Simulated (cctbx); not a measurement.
## Accept or mend?

Cell a = 6.9520 Å, b = 7.1340 Å, c = 7.8930 Å, α = 110.30°, β = 96.98°, γ = 94.75°; space group P1 (no. 1). The compound is MgBi2Sb2S8.

Simulated single-crystal data (cctbx): Mo Kα, λ = 0.71073 Å, to d = 0.65 Å, 80 % of the full sphere, strongest reflection 5000 counts, noise from counting, a 4 % proportional error and a noise floor of 4 counts (s.d.); no absorption.

An anisotropic refinement with weights 1/σ² prints:

```text
Rint 0.000, 4434 unique reflections to 0.65 A
cycle     R1     wR2    GooF  max shift (A)
   1  0.0478  0.1172   1.588   0.00794
   3  0.0475  0.1163   1.576   0.00026
final R1 0.0475 wR2 0.1163 GooF 1.576  parameters 108  data/parameter 41.1
atom        x        y        z      Ueq    occ   su(xyz)  su(Uiso or U11)
Bi1    0.75514  0.37109  0.51184   0.0061  1.000  0.00006  0.0002
Bi2    0.28362  0.71560  0.50805   0.0055  1.000  0.00006  0.0002
Sb1    0.49110  0.48164  0.98813   0.0067  1.000  0.00013  0.0004
Sb2    0.02417  0.92043  0.01933   0.0059  1.000  0.00013  0.0003
S1     0.24834  0.71795  0.09916   0.0087  1.000  0.00053  0.0013
S2     0.21618  0.23747  0.88993   0.0083  1.000  0.00053  0.0013
S3     0.69385  0.25312  0.86940   0.0111  1.000  0.00056  0.0014
S4     0.78402  0.72575  0.10031   0.0090  1.000  0.00053  0.0013
S5     0.04546  0.41481  0.33338   0.0093  1.000  0.00058  0.0015
S6     0.47989  0.54785  0.70816   0.0087  1.000  0.00057  0.0014
S7     0.97634  0.70046  0.71383   0.0105  1.000  0.00060  0.0015
S8     0.53580  0.49740  0.30410   0.0121  1.000  0.00062  0.0016
difference map: max 24.30 min -3.70 rms 0.65
Q1    0.9838  0.4416  0.0560    1   24.83  2.26 A from S5
Q2    0.0613  0.6501  0.9662    1   10.42  1.50 A from S1
Q3    0.5679  0.9786  0.9572    1    5.97  2.43 A from S3
Q4    0.3244  0.1980  0.4795    1    5.37  2.57 A from S6
Q5    0.5353  0.3098  0.9720    1    5.06  1.26 A from Sb1
Q6    0.7879  0.8213  0.4604    1    4.81  2.60 A from S8
```

Q: Accept it or mend it, and why?

Mend it. The fault: an atom left out, Mg at (0.9848, 0.4399, 0.0537). Against the right model at the same level, R1 goes from 0.0299 to 0.0475 and GooF from 0.99 to 1.58 and the top difference peak, 24.8 e/Å³, lies 2.26 Å from S5. Q1 is the missing atom. With scattering power missing, scale and phases suffer, so peaks may also grow on the heavy atoms.

The compound is MgBi2Sb2S8. The right model at the same level gives:

```text
Rint 0.000, 4434 unique reflections to 0.65 A
cycle     R1     wR2    GooF  max shift (A)
   1  0.0300  0.0735   0.998   0.00157
   2  0.0299  0.0730   0.991   0.00037
final R1 0.0299 wR2 0.0730 GooF 0.991  parameters 117  data/parameter 37.9
atom        x        y        z      Ueq    occ   su(xyz)  su(Uiso or U11)
Bi1    0.75514  0.37106  0.51185   0.0063  1.000  0.00004  0.0001
Bi2    0.28362  0.71565  0.50813   0.0056  1.000  0.00004  0.0001
Sb1    0.49111  0.48156  0.98815   0.0069  1.000  0.00008  0.0002
Sb2    0.02414  0.92055  0.01934   0.0061  1.000  0.00008  0.0002
S1     0.24799  0.71777  0.09894   0.0090  1.000  0.00034  0.0008
S2     0.21657  0.23739  0.88982   0.0083  1.000  0.00033  0.0008
S3     0.69380  0.25263  0.86916   0.0114  1.000  0.00036  0.0009
S4     0.78409  0.72560  0.10038   0.0093  1.000  0.00034  0.0008
S5     0.04527  0.41480  0.33323   0.0100  1.000  0.00037  0.0009
S6     0.47965  0.54747  0.70778   0.0092  1.000  0.00036  0.0009
S7     0.97678  0.70010  0.71276   0.0108  1.000  0.00038  0.0009
S8     0.53597  0.49818  0.30353   0.0124  1.000  0.00040  0.0010
Mg1    0.98364  0.44150  0.05569   0.0113  1.000  0.00053  0.0014
Flack x: -0.002(4)
Hooft y: -0.004(5)  Bijvoet pairs: 1801
difference map: max 1.53 min -1.42 rms 0.36
Q1    0.2460  0.6205  0.8310    1    1.59  1.98 A from S1
Q2    0.6567  0.8939  0.2392    1    1.54  1.71 A from S4
Q3    0.4623  0.8863  0.0165    1    1.47  2.14 A from S1
Q4    0.4823  0.6387  0.3771    1    1.40  1.09 A from S8
Q5    0.7825  0.5034  0.0676    1    1.38  1.50 A from Mg1
Q6    0.1606  0.6285  0.8851    1    1.37  1.60 A from S1
```

Isotropic U is held between 0.0001 and 1 Å² by the program, and listed peak heights are interpolated, so they can pass the grid's maximum.

The model is made up (kin elements in a known structure type, no relaxation), so it says nothing on whether the phase exists.

[Middle refinement cycles are left out of these outputs.]

[Logs are printed without paths, hosts, clocks, repeated set-up lines and the standing remarks that a program may print on its own settings, such as how far it seeks lower states.]
